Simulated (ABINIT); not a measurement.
## BaAlGeH (P3m1): making up for missing bands

Wanted: gap and time of BaAlGeH (P3m1) with truncated and completed band sums.

Main program and level: ABINIT 10.8.3; PBEsol and many-body steps on it, plane waves.

Report form: inputs, costs, results and the conclusion, without the logs.

## Step 1: The system as given

The structure is trigonal, space group P3m1 (No. 156). Conventional cell: a = 4.345 Å, b = 4.345 Å, c = 5.216 Å, α = 90.00°, β = 90.00°, γ = 120.00°. Nearest to Ba lie 3 H at 2.60 Å. Al has 1 H at 1.73 Å and 3 Ge at 2.55 Å nearest. Nearest to Ge lie 3 Al at 2.55 Å. Nearest to H lie 1 Al at 1.73 Å and 3 Ba at 2.60 Å. Farther neighbours, and contacts between anions beyond the nearest, are not listed.

The cell and positions come from the Crystallography Open Database and are kept as given unless a step says otherwise.

## Step 2: Empty states on the mesh, 3×3×2 mesh, 84 bands

This step: ABINIT 10.8.3; DFT, PBEsol, plane waves, norm-conserving pseudopotentials.

The sums over transitions need many empty states on a uniform mesh; this step solves for them.

Contents of run.abi:

```
acell 3*1.0 Angstrom
rprim 
  4.344840000012 -0.000000000003 0.000000000000
  -2.172420000004 3.762741815391 0.000000000000
  0.000000000000 0.000000000000 5.216060000000
ntypat 4
znucl 56 13 32 1
natom 4
typat 1 2 3 4
xred 
  0.000000000000 0.000000000000 0.000000000000
  0.666666666667 0.333333333333 0.539500000000
  0.333333333333 0.666666666667 0.455100000000
  0.666666666667 0.333333333333 0.870300000000
pp_dirpath "pseudos"
pseudos "Ba.upf, Al.upf, Ge.upf, H.upf"
ecut 35
ngkpt 3 3 2
nshiftk 1
shiftk 0 0 0
kptopt 1
chksymbreak 0
iscf -2
irdden 1
istwfk *1
nband 84
nbdbuf 6
tolwfr 1e-09
nstep 60
prtvol 0
indata_prefix "in"
outdata_prefix "out"
tmpdata_prefix "tmp"
```

The run is started by

```sh
> OMP_NUM_THREADS=1 mpirun -n 4 abinit run.abi > log
```

The job ended after 37 s (4 MPI ranks of Arm Neoverse V1, shared host; peak memory 0.33 GiB; 2.5 min of CPU time).

Numbers from this step:

* gap: 1.128 eV
* k of the valence top: 0, 0, 0.5
* k of the conduction bottom: 0, 0, 0
* least direct gap: 1.346 eV
* k points computed: 6
* lowest point of the top converged band, above the valence top: 37.49 eV

On this mesh the gap is 1.128 eV.

The density comes from a self-consistent run that is not shown.

## Step 3: Screening, 3×3×2 mesh, 78 bands, screening to 122.5 eV

The RPA dielectric matrix is built and inverted for each q.

This step: RPA screening on PBEsol, plane waves, norm-conserving pseudopotentials.

run.abi: that of step 2 with these lines changed.

```diff
@@ -22,10 +22,11 @@
 chksymbreak 0
-iscf -2
-irdden 1
 istwfk *1
-nband 84
-nbdbuf 6
-tolwfr 1e-09
-nstep 60
-prtvol 0
+occopt 1
+irdwfk 1
+optdriver 3
+nband 78
+ecuteps 4.5
+inclvkb 2
+awtr 1
+symchi 1
 indata_prefix "in"
```

Wall time 14 s (4 MPI ranks); peak memory 0.65 GiB.

Numbers from this step:

```
ε∞ with local fields, on this mesh    : 25.84
ε∞ without local fields, on this mesh : 29.03
plasma frequency                      : 21.28 eV
plane waves in the screening matrix   : 249
```

Local fields lower ε∞ by 11 %. On a Γ-centred mesh this coarse the value itself is usually too large, while a short band sum pulls it down.

## Step 4: 78 bands

The self-energy is evaluated for the states that the input lists, and the quasiparticle equation is solved.

This step: G0W0 on PBEsol, plane waves, norm-conserving pseudopotentials.

run.abi: that of step 3 with these lines changed.

```diff
@@ -25,8 +25,17 @@
 irdwfk 1
-optdriver 3
+optdriver 4
 nband 78
+gwcalctyp 0
+ecutsigx 35
+symsigma 1
+nkptgw 2
+kptgw 
+  0.0000000000 0.0000000000 0.5000000000
+  0.0000000000 0.0000000000 0.0000000000
+bdgw 
+  12 17
+  13 17
 ecuteps 4.5
-inclvkb 2
-awtr 1
-symchi 1
+irdscr 1
+ppmodel 1
 indata_prefix "in"
```

Run time: 8.4 s. Hardware: 4 MPI ranks; peak memory 0.57 GiB; 33 s of CPU time.

Read from the output:

```yaml
g0w0_gap_on_the_mesh: 1.593 eV
starting_gap_on_the_mesh: 1.128 eV
k_of_the_valence_top: 0, 0, 0.5
k_of_the_conduction_bottom: 0, 0, 0
z_at_the_valence_top: 0.772
z_at_the_conduction_bottom: 0.778
least_direct_g0w0_gap_on_the_computed_points: 1.839 eV
```

The gap on the mesh goes from 1.13 eV to 1.59 eV, a correction of +0.46 eV.

## Step 5: Screening, 3×3×2 mesh, 22 bands, screening to 122.5 eV

This step: RPA screening on PBEsol, plane waves, norm-conserving pseudopotentials.

run.abi: that of step 4 with these lines changed.

```diff
@@ -25,17 +25,8 @@
 irdwfk 1
-optdriver 4
-nband 78
-gwcalctyp 0
-ecutsigx 35
-symsigma 1
-nkptgw 2
-kptgw 
-  0.0000000000 0.0000000000 0.5000000000
-  0.0000000000 0.0000000000 0.0000000000
-bdgw 
-  12 17
-  13 17
+optdriver 3
+nband 22
 ecuteps 4.5
-irdscr 1
-ppmodel 1
+inclvkb 2
+awtr 1
+symchi 1
 indata_prefix "in"
```

It took 5.5 s on 4 MPI ranks; peak memory 0.19 GiB; 22 s of CPU time.

Numbers from this step:

| Property | Result |
| --- | --- |
| ε∞ with local fields, on this mesh | 25.28 |
| ε∞ without local fields, on this mesh | 28.74 |
| plasma frequency | 21.28 eV |
| plane waves in the screening matrix | 249 |

## Step 6: 22 bands

This step: G0W0 on PBEsol, plane waves, norm-conserving pseudopotentials.

run.abi: that of step 5 with these lines changed.

```diff
@@ -25,8 +25,17 @@
 irdwfk 1
-optdriver 3
+optdriver 4
 nband 22
+gwcalctyp 0
+ecutsigx 35
+symsigma 1
+nkptgw 2
+kptgw 
+  0.0000000000 0.0000000000 0.5000000000
+  0.0000000000 0.0000000000 0.0000000000
+bdgw 
+  12 17
+  13 17
 ecuteps 4.5
-inclvkb 2
-awtr 1
-symchi 1
+irdscr 1
+ppmodel 1
 indata_prefix "in"
```

Run time: 5.5 s. Hardware: 4 MPI ranks; peak memory 0.19 GiB; 22 s of CPU time.

Read from the output:

```yaml
g0w0_gap_on_the_mesh: 1.775 eV
starting_gap_on_the_mesh: 1.128 eV
k_of_the_valence_top: 0, 0, 0.5
k_of_the_conduction_bottom: 0, 0, 0
z_at_the_valence_top: 0.787
z_at_the_conduction_bottom: 0.797
least_direct_g0w0_gap_on_the_computed_points: 2.081 eV
```

Against G0W0 in ABINIT (3×3×2 mesh, 78 bands, screening to 122.5 eV, Godby-Needs plasmon pole), the gap moves by +0.182 eV.

## Step 7: Screening, 3×3×2 mesh, 22 bands, screening to 122.5 eV

This step: RPA screening on PBEsol, plane waves, norm-conserving pseudopotentials.

run.abi: that of step 6 with these lines changed.

```diff
@@ -25,17 +25,10 @@
 irdwfk 1
-optdriver 4
+optdriver 3
 nband 22
-gwcalctyp 0
-ecutsigx 35
-symsigma 1
-nkptgw 2
-kptgw 
-  0.0000000000 0.0000000000 0.5000000000
-  0.0000000000 0.0000000000 0.0000000000
-bdgw 
-  12 17
-  13 17
 ecuteps 4.5
-irdscr 1
-ppmodel 1
+inclvkb 2
+awtr 1
+symchi 1
+gwcomp 1
+gwencomp 3
 indata_prefix "in"
```

Elapsed: 10 s, on 4 MPI ranks; peak memory 0.52 GiB; 40 s of CPU time.

Numbers from this step:

- ε∞ with local fields, on this mesh: 25.54
- ε∞ without local fields, on this mesh: 28.74
- plasma frequency: 21.28 eV
- plane waves in the screening matrix: 249

## Step 8: 22 bands, completed

This step: G0W0 on PBEsol, plane waves, norm-conserving pseudopotentials.

run.abi: that of step 7 with these lines changed.

```diff
@@ -25,8 +25,17 @@
 irdwfk 1
-optdriver 3
+optdriver 4
 nband 22
+gwcalctyp 0
+ecutsigx 35
+symsigma 1
+nkptgw 2
+kptgw 
+  0.0000000000 0.0000000000 0.5000000000
+  0.0000000000 0.0000000000 0.0000000000
+bdgw 
+  12 17
+  13 17
 ecuteps 4.5
-inclvkb 2
-awtr 1
-symchi 1
+irdscr 1
+ppmodel 1
 gwcomp 1
```

It took 5.7 s on 4 MPI ranks; peak memory 0.19 GiB.

This step gave:

```yaml
g0w0_gap_on_the_mesh: 1.718 eV
starting_gap_on_the_mesh: 1.128 eV
k_of_the_valence_top: 0, 0, 0.5
k_of_the_conduction_bottom: 0, 0, 0
least_direct_g0w0_gap_on_the_computed_points: 1.975 eV
```

Against G0W0 in ABINIT (3×3×2 mesh, 78 bands, screening to 122.5 eV, Godby-Needs plasmon pole), the gap moves by +0.125 eV.

## Step 9: Screening, 3×3×2 mesh, 36 bands, screening to 122.5 eV

This step: RPA screening on PBEsol, plane waves, norm-conserving pseudopotentials.

run.abi: that of step 8 with these lines changed.

```diff
@@ -25,19 +25,8 @@
 irdwfk 1
-optdriver 4
-nband 22
-gwcalctyp 0
-ecutsigx 35
-symsigma 1
-nkptgw 2
-kptgw 
-  0.0000000000 0.0000000000 0.5000000000
-  0.0000000000 0.0000000000 0.0000000000
-bdgw 
-  12 17
-  13 17
+optdriver 3
+nband 36
 ecuteps 4.5
-irdscr 1
-ppmodel 1
-gwcomp 1
-gwencomp 3
+inclvkb 2
+awtr 1
+symchi 1
 indata_prefix "in"
```

The job ended after 8.1 s (4 MPI ranks; peak memory 0.54 GiB; 32 s of CPU time).

Read from the output:

| Quantity | Value |
| --- | --- |
| ε∞ with local fields, on this mesh | 25.65 |
| ε∞ without local fields, on this mesh | 29.00 |
| plasma frequency | 21.28 eV |
| plane waves in the screening matrix | 249 |

## Step 10: 36 bands

This step: G0W0 on PBEsol, plane waves, norm-conserving pseudopotentials.

run.abi: that of step 9 with these lines changed.

```diff
@@ -25,8 +25,17 @@
 irdwfk 1
-optdriver 3
+optdriver 4
 nband 36
+gwcalctyp 0
+ecutsigx 35
+symsigma 1
+nkptgw 2
+kptgw 
+  0.0000000000 0.0000000000 0.5000000000
+  0.0000000000 0.0000000000 0.0000000000
+bdgw 
+  12 17
+  13 17
 ecuteps 4.5
-inclvkb 2
-awtr 1
-symchi 1
+irdscr 1
+ppmodel 1
 indata_prefix "in"
```

It took 6.2 s on 4 MPI ranks; peak memory 0.53 GiB; 24 s of CPU time.

This step gave:

- G0W0 gap on the mesh: 1.612 eV
- starting gap on the mesh: 1.128 eV
- k of the valence top: 0, 0, 0.5
- k of the conduction bottom: 0, 0, 0
- least direct G0W0 gap on the computed points: 1.890 eV

Against G0W0 in ABINIT (3×3×2 mesh, 78 bands, screening to 122.5 eV, Godby-Needs plasmon pole), the gap moves by +0.019 eV.

## Step 11: Screening, 3×3×2 mesh, 36 bands, screening to 122.5 eV

This step: RPA screening on PBEsol, plane waves, norm-conserving pseudopotentials.

run.abi: that of step 10 with these lines changed.

```diff
@@ -25,17 +25,10 @@
 irdwfk 1
-optdriver 4
+optdriver 3
 nband 36
-gwcalctyp 0
-ecutsigx 35
-symsigma 1
-nkptgw 2
-kptgw 
-  0.0000000000 0.0000000000 0.5000000000
-  0.0000000000 0.0000000000 0.0000000000
-bdgw 
-  12 17
-  13 17
 ecuteps 4.5
-irdscr 1
-ppmodel 1
+inclvkb 2
+awtr 1
+symchi 1
+gwcomp 1
+gwencomp 3
 indata_prefix "in"
```

Run time: 12 s. Hardware: 4 MPI ranks; peak memory 0.57 GiB; 48 s of CPU time.

This step gave:

```
ε∞ with local fields, on this mesh    : 25.82
ε∞ without local fields, on this mesh : 29.00
plasma frequency                      : 21.28 eV
plane waves in the screening matrix   : 249
```

## Step 12: 36 bands, completed

This step: G0W0 on PBEsol, plane waves, norm-conserving pseudopotentials.

run.abi: that of step 11 with these lines changed.

```diff
@@ -25,8 +25,17 @@
 irdwfk 1
-optdriver 3
+optdriver 4
 nband 36
+gwcalctyp 0
+ecutsigx 35
+symsigma 1
+nkptgw 2
+kptgw 
+  0.0000000000 0.0000000000 0.5000000000
+  0.0000000000 0.0000000000 0.0000000000
+bdgw 
+  12 17
+  13 17
 ecuteps 4.5
-inclvkb 2
-awtr 1
-symchi 1
+irdscr 1
+ppmodel 1
 gwcomp 1
```

It took 6.8 s on 4 MPI ranks; peak memory 0.53 GiB; 26 s of CPU time.

This step gave:

* G0W0 gap on the mesh: 1.596 eV
* starting gap on the mesh: 1.128 eV
* k of the valence top: 0, 0, 0.5
* k of the conduction bottom: 0, 0, 0
* least direct G0W0 gap on the computed points: 1.826 eV

Against G0W0 in ABINIT (3×3×2 mesh, 78 bands, screening to 122.5 eV, Godby-Needs plasmon pole), the gap moves by +0.003 eV.

## Step 13: The runs together

Times are wall times on 4 MPI ranks of Arm Neoverse V1, shared host, good to a factor of about two. A run's time includes the screening step that it read.

```tsv
run	mesh	bands	screening cutoff (eV)	DFT gap (eV)	gap on the mesh (eV)	direct (eV)	ε∞ used	time
78 bands	3×3×2	78	122.5	1.128	1.593	1.839	25.84	22 s
22 bands	3×3×2	22	122.5	1.128	1.775	2.081	25.28	11 s
22 bands, completed	3×3×2	22	122.5	1.128	1.718	1.975	25.54	16 s
36 bands	3×3×2	36	122.5	1.128	1.612	1.890	25.65	14 s
36 bands, completed	3×3×2	36	122.5	1.128	1.596	1.826	25.82	19 s
```

## Step 14: Summary of results

| Item | Value |
| --- | --- |
| 78 bands | 1.593 eV |
| 22 bands | 1.775 eV |
| 22 bands, completed | 1.718 eV |
| 36 bands | 1.612 eV |
| 36 bands, completed | 1.596 eV |

22 bands: +0.182 eV against 78 bands. 22 bands, completed: +0.125 eV against 78 bands. 36 bands: +0.019 eV against 78 bands. 36 bands, completed: +0.003 eV against 78 bands. The row with most bands is itself short of the limit, so it is no exact reference, and agreement of a truncated run with it can be a cancellation between the edges. The 3×3×2 mesh is coarse for this cell, which bears on the long-range parts of exchange and screening. The norm-conserving file of at least one element keeps a d shell over frozen s and p shells of the same row. Exchange with those shells is missing from the self-energy, an error of 0.3 to 0.9 eV in cases checked, whose sign depends on which edge lies on those atoms. The RPA ε∞ on this mesh reaches over 25; with a narrow direct gap a coarse mesh can overstate it, and the correction is then too small. The many-body steps are scalar-relativistic: spin-orbit coupling is not in them.

[Long decimals in the printed logs are rounded to 6 places.]

[Logs are printed without paths, hosts, clocks, repeated set-up lines and the standing remarks that a program may print on its own settings, such as how far it seeks lower states.]

[Paths, hosts, dates, memory and timing lines, banners, echoed tables and standing remarks are left out of the program output; an Ansatz launch command may be rebuilt from the run's recorded settings. Measured values are a selection of at most five: reports struck by readers or far from the other reports are left out. None is set beside runs whose start may be inverted or whose files or cutoffs have a known fault.]

[Runs of the session that timed out or met a known fault of the program may be left out.]

[Hosts, paths, dates, database ids (printed as entryN), source tags and the programs' standing remarks are cut or masked in the printed files.]

[G0W0 gaps are taken among the corrected bands and points alone; a level outside them can change the order at an edge.]

[Where Ansatz stands beside ABINIT at settings called matched, ABINIT's density can come from a denser mesh and the files from another edition; pairs whose starting gaps differed by over 0.03 eV were left out, so agreement reads better than it is.]
